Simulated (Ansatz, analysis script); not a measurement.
# CrRh2S4: energy against the total moment

Aim: the energy of CrRh2S4 as its total moment is fixed at a series of values, and its answer to a field.

Method: PBE with U = 1.75 eV on Cr d and U = 1 eV on Rh d, PAW set soft_2, in Ansatz 0.2.0.

## (1) The starting structure

Symmetry: C2/m, No. 12, monoclinic system. The conventional cell has a = 12.255 Å, b = 3.583 Å, c = 6.328 Å, α = 90.00°, β = 119.60°, γ = 90.00°. Nearest to Cr lie 6 S at 2.49 to 2.52 Å. Nearest to Rh lie 6 S at 2.38 to 2.53 Å. Nearest to S lie 2 Cr at 2.49 Å and 3 Rh at 2.49 to 2.53 Å. Nearest to S lie 3 Rh at 2.38 to 2.41 Å and 1 Cr at 2.52 Å. Invented: CrRh2Se4 (C2/m) with S for Se. Farther neighbours and most contacts between anions are not listed.

The cell was made by swapping elements in a known structure type, so the compound is hypothetical in this form.

The cell of this run holds 7 atoms, 3 of them with a starting moment; values «a cell» refer to the cell of the run in question.

## (2) Two spin channels first

A collinear run comes first: it shows whether moments survive, and how large they are.

File input.yaml:

```yaml
crystal:
  lattice:
    - [6.127642, -1.791515, 0.0]
    - [6.127642, 1.791515, 0.0]
    - [-3.125922, 0.0, 5.502142]
  atoms:
    - { symbol: Cr, position: [0.0, 0.0, 0.0], spin: 3.0 }
    - { symbol: Rh, position: [0.739837, 0.739837, 0.724529], spin: 1.0 }
    - { symbol: Rh, position: [0.260163, 0.260163, 0.275471], spin: 1.0 }
    - { symbol: S, position: [0.632693, 0.632693, 0.971573] }
    - { symbol: S, position: [0.367307, 0.367307, 0.028427] }
    - { symbol: S, position: [0.872051, 0.872051, 0.542756] }
    - { symbol: S, position: [0.127949, 0.127949, 0.457244] }
magnetization:
  spin_polarized: true
kpoints:
  mp_grid: { grid: [5, 5, 3] }
hamiltonian:
  xc: pbe
  hubbard:
    sites:
      - { species: Cr, l: d, u_eff: 1.75 }
      - { species: Rh, l: d, u_eff: 1.0 }
scf:
  occupations: { method: fermi_dirac, width: 0.02 }
  max_iter: 120
  convergence: { dr2_threshold: 1.0e-08 }
output:
  write_density: true
  write_potential: true
  elf: true
  volumetric_format: npy
```

Command:

```bash
ansatz run input.yaml --threads 1 --pin off --max-ram 3072MiB --backend cpu --events-out ev --progress --plain --runs-dir out
```

Numbers of over 12 decimals in the logs are rounded to 6 here.

Output:

```text
Cr: projections on atomic orbitals take those of the free atom [Ne] 3s2 3p6 3d5 4s1, of charge +0.00 (hamiltonian.pseudopotentials.projection_atoms); the dataset's partial waves leave at most 7.0e-7 of an orbital's norm unspanned inside its sphere
Rh: projections on atomic orbitals take those of the free atom [Ar 3d10] 4s2 4p6 4d8 5s1, of charge +0.00 (hamiltonian.pseudopotentials.projection_atoms); the dataset's partial waves leave at most 8.9e-6 of an orbital's norm unspanned inside its sphere
S: projections on atomic orbitals take those of the free atom [Ne] 3s2 3p4, of charge +0.00 (hamiltonian.pseudopotentials.projection_atoms); the dataset's partial waves leave at most 1.6e-7 of an orbital's norm unspanned inside its sphere
Engine: ansatz 0.2.0, aarch64-unknown-linux-gnu
Pseudopotentials: kind: paw
Pseudopotential: Cr, paw, valence charge 14, recommended cutoff 420 eV (normal), Cr.paw.azcp
Pseudopotential: Rh, paw, valence charge 17, recommended cutoff 420 eV (normal), Rh.paw.azcp
Pseudopotential: S, paw, valence charge 6, recommended cutoff 420 eV (normal), S.paw.azcp
Functional definition: PBE
  parameter kappa = 0.804
  parameter beta = 0.066725
  exchange = pbe_x(kappa = kappa, mu = beta*pi^2/3)
  correlation = pbe_c(beta = beta)
Crystal: 7 atoms, lattice volume = 120.802 Å³
Basis set: ecut = 420 eV, 2345 PW (Γ)
Bands: 47, of which v1, the nominal top of the filled ones, is band 36 counted from 1 (35 counted from 0)
Symmetry: 4 space group operations
Space group: C2/m (ITA 12), of the structure as read, at distance tolerance 4.9e-5 Å
Magnetic group: BNS 12.58 (UNI 65), of the structure as read, at distance tolerance 4.9e-5 Å
k-points: 24 of 75
Non-local potential: Cr, projectors of the file, l = 0: 3, l = 1: 2, l = 2: 3, l = 3: 1
Non-local potential: Rh, projectors of the file, l = 0: 3, l = 1: 2, l = 2: 2, l = 3: 1
Non-local potential: S, projectors of the file, l = 0: 2, l = 1: 2, l = 2: 2
PAW form: soft (Blöchl's): semilocal exchange-correlation on the pseudo side does not see the compensation charge
PAW one-centre angular grid: Cr, 590 points (default); XC on 64 Gauss nodes
PAW one-centre angular grid: Rh, 590 points (default); XC on 64 Gauss nodes
PAW one-centre angular grid: S, 110 points (default); XC on 64 Gauss nodes
Initial density: superposition of atomic densities (chi_scale 0.1, normalization cell, long waves kept (reshape's long-wave potential 0.08 eV rms))
Starting moments: Σ|m| = 5 μB on 3 of 7 sites
Initial wavefunctions: pseudopotential atomic-orbital guess
Functional: x = pbe(κ = 0.804, μ = 0.219515), c = pbe(β = 0.066725)
SCF iter   1: F=—  HF=-19797.111746 eV  |F-HF|=—  |Δ(HF+E_count)|=         —  Δρ=1.04e-1 (↑1.04e-1 ↓8.49e-2)  dr2=8.13e1  dr2_m=2.48e-1  M=5.199 μB ∫|m|=5.232 μB  β_m=0.30  ethr=3.10e-3  ⟨swp⟩=7.9  Hψ=9188  notcnv=0
preconditioner: auto → Kerker (q_TF=auto, 2.503 Å⁻¹)  [metal: Δε(μ)=0.006 eV  Ē_g=8.223 eV  σ=0.020 eV  W_gap=0.07  n_scr=38 (ndim 8)  ℏωp=23.4 eV  f_vac=0.007  D(μ)=8.98/eV (n_scr^D=94)]
spin=Collinear: Kerker preconditioning applied to the charge; magnetization (m = ρ↑ − ρ↓) channel mixes plain (no charge-response kernel on spin).
SCF iter   2: F=—  HF=-19793.257101 eV  |F-HF|=—  |Δ(HF+E_count)|=    3.85e0  Δρ=8.14e-2 (↑8.14e-2 ↓4.68e-2)  dr2=1.46e1  dr2_m=1.41e0  M=3.487 μB ∫|m|=3.701 μB  β_m=0.30  ethr=3.10e-3  ⟨swp⟩=3.2  Hψ=4924  notcnv=0  defer=210
SCF iter   3: F=—  HF=-19792.331591 eV  |F-HF|=—  |Δ(HF+E_count)|=   9.26e-1  Δρ=3.20e-2 (↑2.86e-2 ↓3.20e-2)  dr2=1.27e0  dr2_m=4.62e-1  M=3.994 μB ∫|m|=4.363 μB  β_m=0.30  ethr=3.10e-3  ⟨swp⟩=2.7  Hψ=4357  notcnv=0  defer=190
SCF iter   4: F=—  HF=-19792.493745 eV  |F-HF|=—  |Δ(HF+E_count)|=   1.62e-1  Δρ=2.22e-2 (↑2.14e-2 ↓2.22e-2)  dr2=6.25e-1  dr2_m=3.31e-1  M=3.995 μB ∫|m|=4.404 μB  β_m=0.30  ethr=1.77e-3  ⟨swp⟩=2.1  Hψ=2704  notcnv=0  defer=188
SCF iter   5: F=—  HF=-19792.579775 eV  |F-HF|=—  |Δ(HF+E_count)|=   8.60e-2  Δρ=1.46e-2 (↑9.76e-3 ↓1.46e-2)  dr2=1.02e-1  dr2_m=1.52e-1  M=3.952 μB ∫|m|=4.361 μB  β_m=0.30  ethr=8.68e-4  ⟨swp⟩=2.3  Hψ=3426  notcnv=0  defer=189
SCF iter   6: F=—  HF=-19792.650744 eV  |F-HF|=—  |Δ(HF+E_count)|=   7.10e-2  Δρ=1.07e-2 (↑1.07e-2 ↓9.35e-3)  dr2=1.75e-2  dr2_m=1.06e-1  M=3.969 μB ∫|m|=4.390 μB  β_m=0.30  ethr=1.42e-4  ⟨swp⟩=2.5  Hψ=3443  notcnv=0  defer=189
SCF iter   7: F=—  HF=-19792.700663 eV  |F-HF|=—  |Δ(HF+E_count)|=   4.99e-2  Δρ=9.72e-3 (↑9.72e-3 ↓6.47e-3)  dr2=2.97e-2  dr2_m=7.09e-2  M=3.976 μB ∫|m|=4.407 μB  β_m=0.30  ethr=2.43e-5  ⟨swp⟩=2.2  Hψ=4304  notcnv=0  defer=189
Mixer restart at iter 7: flushing history
spin-set hold released at iteration 7 (site moments contracting): the magnetisation degrees of freedom join the quasi-Newton model from the next iteration; the mixer history was flushed
SCF iter   8: F=—  HF=-19792.725032 eV  |F-HF|=—  |Δ(HF+E_count)|=   2.44e-2  Δρ=5.56e-3 (↑5.56e-3 ↓5.47e-3)  dr2=3.65e-3  dr2_m=3.33e-2  M=3.960 μB ∫|m|=4.392 μB  β_m=0.54  ethr=2.43e-5  ⟨swp⟩=2.2  Hψ=3053  notcnv=0  defer=189
SCF iter   9: F=—  HF=-19792.758088 eV  |F-HF|=—  |Δ(HF+E_count)|=   3.31e-2  Δρ=5.50e-3 (↑5.50e-3 ↓1.37e-3)  dr2=3.46e-2  dr2_m=1.14e-2  M=3.969 μB ∫|m|=4.412 μB  β_m=0.50  ethr=5.06e-6  ⟨swp⟩=2.3  Hψ=4051  notcnv=0  defer=189
SCF iter  10: F=—  HF=-19792.758601 eV  |F-HF|=—  |Δ(HF+E_count)|=   5.12e-4  Δρ=5.41e-4 (↑5.41e-4 ↓3.22e-4)  dr2=6.37e-4  dr2_m=1.23e-4  M=3.953 μB ∫|m|=4.394 μB  β_m=0.75  ethr=5.06e-6  ⟨swp⟩=2.5  Hψ=4177  notcnv=0  defer=189
SCF iter  11: F=—  HF=-19792.759021 eV  |F-HF|=—  |Δ(HF+E_count)|=   4.21e-4  Δρ=2.45e-4 (↑2.21e-4 ↓2.45e-4)  dr2=3.77e-4  dr2_m=2.48e-5  M=3.952 μB ∫|m|=4.391 μB  β_m=0.78  ethr=8.84e-7  ⟨swp⟩=2.3  Hψ=3214  notcnv=0  defer=189
SCF iter  12: F=—  HF=-19792.759088 eV  |F-HF|=—  |Δ(HF+E_count)|=   6.62e-5  Δρ=8.89e-5 (↑8.89e-5 ↓7.01e-5)  dr2=7.09e-5  dr2_m=6.68e-7  M=3.952 μB ∫|m|=4.388 μB  β_m=0.89  ethr=5.23e-7  ⟨swp⟩=2.3  Hψ=3198  notcnv=0  defer=189
SCF iter  13: F=—  HF=-19792.759106 eV  |F-HF|=—  |Δ(HF+E_count)|=   1.88e-5  Δρ=4.62e-5 (↑4.62e-5 ↓3.26e-5)  dr2=1.74e-5  dr2_m=6.71e-7  M=3.952 μB ∫|m|=4.387 μB  β_m=0.95  ethr=9.85e-8  ⟨swp⟩=2.0  Hψ=2924  notcnv=0  defer=189
SCF iter  14: F=—  HF=-19792.759111 eV  |F-HF|=—  |Δ(HF+E_count)|=   4.88e-6  Δρ=1.94e-5 (↑1.94e-5 ↓1.12e-5)  dr2=9.72e-7  dr2_m=1.54e-7  M=3.952 μB ∫|m|=4.386 μB  β_m=0.97  ethr=2.41e-8  ⟨swp⟩=2.0  Hψ=3039  notcnv=0  defer=189
SCF iter  15: F=—  HF=-19792.759112 eV  |F-HF|=—  |Δ(HF+E_count)|=   4.35e-7  Δρ=3.15e-6 (↑3.15e-6 ↓3.12e-6)  dr2=5.14e-8  dr2_m=3.02e-9  M=3.952 μB ∫|m|=4.387 μB  β_m=0.99  ethr=1.35e-9  ⟨swp⟩=2.0  Hψ=3282  notcnv=0  defer=189
SCF iter  16: F=—  HF=-19792.759112 eV  |F-HF|=—  |Δ(HF+E_count)|=   3.28e-8  Δρ=2.32e-6 (↑2.32e-6 ↓1.16e-6)  dr2=1.21e-8  dr2_m=1.30e-9  M=3.952 μB ∫|m|=4.387 μB  β_m=0.99  ethr=7.14e-11  ⟨swp⟩=2.0  Hψ=3134  notcnv=0  defer=189
SCF iter  17: F=-19792.759112 eV  HF=-19792.759112 eV  |F-HF|=3.82e-10  |Δ(HF+E_count)|=   5.00e-9  Δρ=5.52e-7 (↑5.41e-7 ↓5.52e-7)  dr2=2.19e-9  dr2_m=2.64e-11  M=3.952 μB ∫|m|=4.387 μB  ethr=1.39e-11  ⟨swp⟩=10.1  Hψ=6701  notcnv=0
SCF 1 converged in 17 iterations: F = -19792.759112 eV  dr2 = 2.19e-9
  greatest PAW one-centre occupation: 1.000 electrons in one spin orbital (limit 2), on the Cr atom at site 0 (counted from 0), in its partial waves of l = 0
SCF converged after 17 iterations
Magnetization: 3.9520 μB (37.9760 up, 34.0240 down)
Absolute magnetization: 4.3834 μB (∫|ρ↑−ρ↓|, with the PAW one-centre terms)
Spin contamination: 0.1483 ħ² per cell (⟨S²⟩ above its minimum at these occupations)
Per-site moments (μB) at R_I (Å): [(3.206127, 1.025076), (0.196847, 0.981307), (0.196847, 0.981307), (-0.047668, 1.025076), (-0.047668, 1.025076), (-0.017372, 0.981307), (-0.017372, 0.981307)]
Free energy (F): -19792.759112 eV
Harris-Foulkes:  -19792.759112 eV  (|F-HF|=3.82e-10)
Internal energy: -19792.756566 eV  (E = F + TS)
E sigma→0 (E₀):  -19792.757839 eV
Entropy (-TS):   -0.002546 eV (-0.364 meV/atom)
Fermi energy:    11.359871 eV
--- Per-component energies (eV) ---
  E_band       = -709.509374
  E_kinetic    = 1915.657220
  E_local      = -7637.003726  (includes V_loc(G=0)·N_el)
  E_nonlocal   = 909.020695
  E_hartree    = 3000.702545
  E_xc         = -969.056978
  E_vxc        = -1081.340868  (∫ρ·V_xc dr)
  E_hubbard    = 2.092493  (on-site DFT+U / exact-exchange correction)
  E_vhub       = -8.137177  (the Hubbard potential's part of the band-sum identity)
  E_paw        = -10775.519342  (= ΣΔE_a)
  E_vpaw       = -809.113136  (= ΣTr[D̂ρ^β])
  E_aug_tail   = 0.002126  (compensation charges beyond the density's cutoff)
  E_ewald      = -6238.651600
  E_smearing   = -0.002546  (= −TS)
  E_closure    = -0.000000  (closes the sum)
  Σ components = -19792.759112   (vs F -19792.759112, Δ=0.00e0)
--- Band table (eV; the first three rows and the last of 48) ---
  k-point 0 ↑: bands = [... 32 lower, 9.0841, 9.6908, 10.0647, 10.4450, 10.9050, 10.9065, 11.3138, 12.2693, ... 7 higher]
  k-point 1 ↑: bands = [... 32 lower, 9.1697, 9.7345, 9.7521, 10.3343, 10.6893, 11.2994, 11.3899, 12.3127, ... 7 higher]
  k-point 2 ↑: bands = [... 32 lower, 9.3614, 9.6080, 9.9771, 10.0331, 10.6403, 10.8638, 11.6274, 12.3710, ... 7 higher]
  k-point 23 ↓: bands = [... 32 lower, 10.1788, 10.2622, 11.5412, 12.1435, 12.5076, 12.6509, 13.8084, 14.0557, ... 7 higher]
Occupation matrices written to <dir>
```

The job ended after 27 s (1 thread of Arm Neoverse V1, shared host; peak memory 0.6 GiB).

The column dr2 measures how far the density is from self-consistency, as an energy; F and HF (Harris–Foulkes) agree once it is small.

Spin moment in the atom's sphere by atom:

```tsv
atom	spin moment in the atom's sphere (μB)
Cr1	3.21
Rh2	0.20
Rh3	0.20
S4	-0.05
S5	-0.05
S6	-0.02
S7	-0.02
```

Tables count atoms from 1; parts of the log count from 0.

The run ends ferromagnetic, with a net moment of 3.95 μB a cell. With one Cr atom carrying the moment, parallel order of its images is forced by the cell, not found.

Spin density in the ac plane of the conventional cell at fractional y = 0.000, with atoms of Cr and Rh and S within 0.2 Å of it.

Ten even steps from '0' (-0.1 e/Å³) to '9' (4.6 e/Å³), each cell a mean:
```
62000000000000000000000000000000037
20000000000000000000000000000000022
00000000000000000000000000000000000
00000000000000000000000000000000000
00000000000000000000000000000000000
00000000000000000000000000000000000
00000000000000000000000000000000000
00000000000000000000000000000000000
00000000000000000000000000000000000
00000000000000000000000000000000000
00000000000000000000000000000000000
00000000000000000000000000000000000
00000000000000000000000000000000000
00000000000000000000000000000000000
00000000000000000000000000000000000
11000000000000000000000000000000000
44100000000000000000000000000000002
95100000000000000000000000000000026
```
Columns run along a (12.3 Å), rows up along c (6.3 Å), edges of the conventional cell, whose origin can differ from the input's. Atoms in or near the plane, at fractional coordinates: Cr at (0.00, 0.00), Rh at (0.74, 0.72), Rh at (0.26, 0.28), S at (0.63, 0.97), S at (0.37, 0.03), S at (0.87, 0.54), S at (0.13, 0.46).

Valence density in the ac plane of the conventional cell at fractional y = 0.000, with atoms of Cr and Rh and S within 0.2 Å of it. It is the smooth field of the valence electrons, not physical close to the nuclei.

Ten steps, logarithmic in the rise over the least value, from '0' (0 e/Å³) to '9' (20 e/Å³), each cell a mean:
```
96210000123333321012331332111111379
63100000123333210113433332333211367
21000000112221000012333324665311233
10000000111110000012222247886311221
00000001110000000001111368985222221
00000111100000000000012578863233332
00012222100000000000012577633333432
00123333110000000000012344323322431
01233333211111000000001222123323320
02331233223321000000001111123333210
12333332356531000000000000123332100
12343333688631000000000000112210000
12332236898621100000000000111100000
12222247887421211000000011100000000
12211246764223322100001121100000001
45421234532334332100112332100000012
88521122222332332101233332100000136
98511111113322331112332332100001269
```
Columns run along a (12.3 Å), rows up along c (6.3 Å), edges of the conventional cell, whose origin can differ from the input's. Atoms in or near the plane, at fractional coordinates: Cr at (0.00, 0.00), Rh at (0.74, 0.72), Rh at (0.26, 0.28), S at (0.63, 0.97), S at (0.37, 0.03), S at (0.87, 0.54), S at (0.13, 0.46).

ELF in the ac plane of the conventional cell at fractional y = 0.000, with atoms of Cr and Rh and S within 0.2 Å of it. It is the smooth field of the valence electrons, not physical close to the nuclei.

Ten even steps from '0' (0.01) to '9' (0.92), each cell a mean:
```
96211000268645763158731586221111379
63100000268877631279856873343221357
21000000257764211379999733665321122
11000000134421000368886326876322322
31000011111100000135653357874346776
41002343210000000012222578753588998
40146776410000000000113577535876898
21578777520111000000012355348623897
14884367521211100000012222367304884
28961277423321100000011111367568851
59963685356532100000000001367887511
79988853578642110000000000245653102
68987534787522343100000000122210002
35554347875336776310000122110000001
11112357763379998510023565310000001
44311235533798898511357887410000012
88521222236852588313676787410000136
98411111148611686226851377311111259
```
Columns run along a (12.3 Å), rows up along c (6.3 Å), edges of the conventional cell, whose origin can differ from the input's. Atoms in or near the plane, at fractional coordinates: Cr at (0.00, 0.00), Rh at (0.74, 0.72), Rh at (0.26, 0.28), S at (0.63, 0.97), S at (0.37, 0.03), S at (0.87, 0.54), S at (0.13, 0.46).

## (3) Denser mesh

Levels at the Fermi energy are partly filled, so moments and energy differences can hang on the k-mesh, and the state is solved again on a denser one.

input.yaml, the sections that differ from step 2:

```yaml
crystal:
  lattice:
    - [6.127642, -1.791515, 0.0]
    - [6.127642, 1.791515, 0.0]
    - [-3.125922, 0.0, 5.502142]
  atoms:
    - { symbol: Cr, position: [0.0, 0.0, 0.0], spin: 3.21 }
    - { symbol: Rh, position: [0.739837, 0.739837, 0.724529] }
    - { symbol: Rh, position: [0.260163, 0.260163, 0.275471] }
    - { symbol: S, position: [0.632693, 0.632693, 0.971573] }
    - { symbol: S, position: [0.367307, 0.367307, 0.028427] }
    - { symbol: S, position: [0.872051, 0.872051, 0.542756] }
    - { symbol: S, position: [0.127949, 0.127949, 0.457244] }
kpoints:
  mp_grid: { grid: [11, 11, 7] }
basis:
  ecutwfc: 420.0
checkpoint:
  read: start
  write: ck
  compress: false
  write_wavefunctions: false
  write_every: 100000
# magnetization, hamiltonian, scf: as in step 2
# output: removed
```

Output:

```text
[...]
Per-site moments (μB) at R_I (Å): [(3.202236, 1.025076), (0.204122, 0.981307), (0.204122, 0.981307), (-0.043754, 1.025076), (-0.043754, 1.025076), (-0.017448, 0.981307), (-0.017448, 0.981307)]
Free energy (F): -19792.758138 eV
[...]
Internal energy: -19792.756079 eV  (E = F + TS)
E sigma→0 (E₀):  -19792.757109 eV
Entropy (-TS):   -0.002059 eV (-0.294 meV/atom)
Fermi energy:    11.368977 eV
[...]
Occupation matrices written to <dir>
[key lines of the parts left out:]
SCF converged after 8 iterations
Magnetization: 3.9739 μB (37.9869 up, 34.0131 down)
```

Wall time 2.1 min (1 thread); peak memory 2.1 GiB.

Spin moment in the atom's sphere by atom:

```tsv
atom	spin moment in the atom's sphere (μB)
Cr1	3.20
Rh2	0.20
Rh3	0.20
S4	-0.04
S5	-0.04
S6	-0.02
S7	-0.02
```

The run ends ferromagnetic, with a net moment of 3.97 μB a cell, against 3.95 μB on the first mesh.

## (4) The non-magnetic reference

The state without spin is the zero of E(M).

input.yaml, the sections that differ from step 3:

```yaml
crystal:
  lattice:
    - [6.127642, -1.791515, 0.0]
    - [6.127642, 1.791515, 0.0]
    - [-3.125922, 0.0, 5.502142]
  atoms:
    - { symbol: Cr, position: [0.0, 0.0, 0.0] }
    - { symbol: Rh, position: [0.739837, 0.739837, 0.724529] }
    - { symbol: Rh, position: [0.260163, 0.260163, 0.275471] }
    - { symbol: S, position: [0.632693, 0.632693, 0.971573] }
    - { symbol: S, position: [0.367307, 0.367307, 0.028427] }
    - { symbol: S, position: [0.872051, 0.872051, 0.542756] }
    - { symbol: S, position: [0.127949, 0.127949, 0.457244] }
kpoints:
  mp_grid: { grid: [10, 10, 6] }
# hamiltonian, scf, basis: as in step 3
# magnetization: removed
# checkpoint: removed
```

Output:

```text
[...]
Crystal: 7 atoms, lattice volume = 120.802 Å³
Basis set: ecut = 420 eV, 2345 PW (Γ)
Bands: 43, of which v1, the nominal top of the filled ones, is band 36 counted from 1 (35 counted from 0)
Symmetry: 4 space group operations
[...]
k-points: 172 of 600
[...]
SCF iter   1: F=—  HF=-19793.950798 eV  |F-HF|=—  |Δ(HF+E_count)|=         —  Δρ=1.79e-1  dr2=7.19e1  ethr=3.10e-3  ⟨swp⟩=6.9  Hψ=28587  notcnv=0
[...]
SCF iter  21: F=-19791.317711 eV  HF=-19791.317711 eV  |F-HF|=1.13e-9  |Δ(HF+E_count)|=   1.18e-8  Δρ=1.32e-6  dr2=6.95e-9  ethr=1.39e-11  ⟨swp⟩=6.8  Hψ=23142  notcnv=0
SCF 1 converged in 21 iterations: F = -19791.317711 eV  dr2 = 6.95e-9
[...]
SCF converged after 21 iterations
Free energy (F): -19791.317711 eV
[...]
Internal energy: -19791.317602 eV  (E = F + TS)
E sigma→0 (E₀):  -19791.317657 eV
Entropy (-TS):   -0.000108 eV (-0.015 meV/atom)
Fermi energy:    11.002123 eV
[...]
Occupation matrices written to <dir>
```

The job ended after 89 s (1 thread; peak memory 1.1 GiB).

## (5) Without spin, levels printed

Changes to input.yaml since step 4:

```diff
@@ -27 +27,3 @@
   ecutwfc: 420.0
+output:
+  eigenvalues: true
```

Output:

```text
[...]
Crystal: 7 atoms, lattice volume = 120.802 Å³
Basis set: ecut = 420 eV, 2345 PW (Γ)
Bands: 44, of which v1, the nominal top of the filled ones, is band 36 counted from 1 (35 counted from 0)
Symmetry: 4 space group operations
[...]
k-points: 172 of 600
[...]
k-point 0: bands = [... 32 lower, 10.0140, 10.3160, 10.3578, 10.3693, 11.5291, 11.7531, 12.3094, 12.3627, ... 4 higher]
  k-point 1: bands = [... 32 lower, 9.9057, 10.0455, 10.4819, 10.6450, 11.5267, 11.5981, 12.3196, 12.4812, ... 4 higher]
  k-point 2: bands = [... 32 lower, 9.7107, 9.7660, 10.5428, 10.8260, 11.6609, 11.7608, 12.2064, 12.6629, ... 4 higher]
  k-point 171: bands = [... 32 lower, 9.9885, 10.1918, 10.2522, 10.6778, 11.3898, 11.8370, 11.9324, 12.1953, ... 4 higher]
Occupation matrices written to <dir>
[key lines of the parts left out:]
SCF converged after 21 iterations
Free energy (F): -19791.317711 eV
Fermi energy:    11.002113 eV
```

The job ended after 87 s (1 thread; peak memory 1.1 GiB).

[end of part 1 of 2]

[Logs and program files are shortened in this print: banners, set-up blocks, solver, clock and traceback lines can be left out without a mark of their own.]

[Logs are printed without paths, hosts, clocks, repeated set-up lines and the standing remarks that a program may print on its own settings, such as how far it seeks lower states.]

[Hosts, paths, dates, database ids (printed as entryN), source tags and the programs' standing remarks are cut or masked in the printed files.]
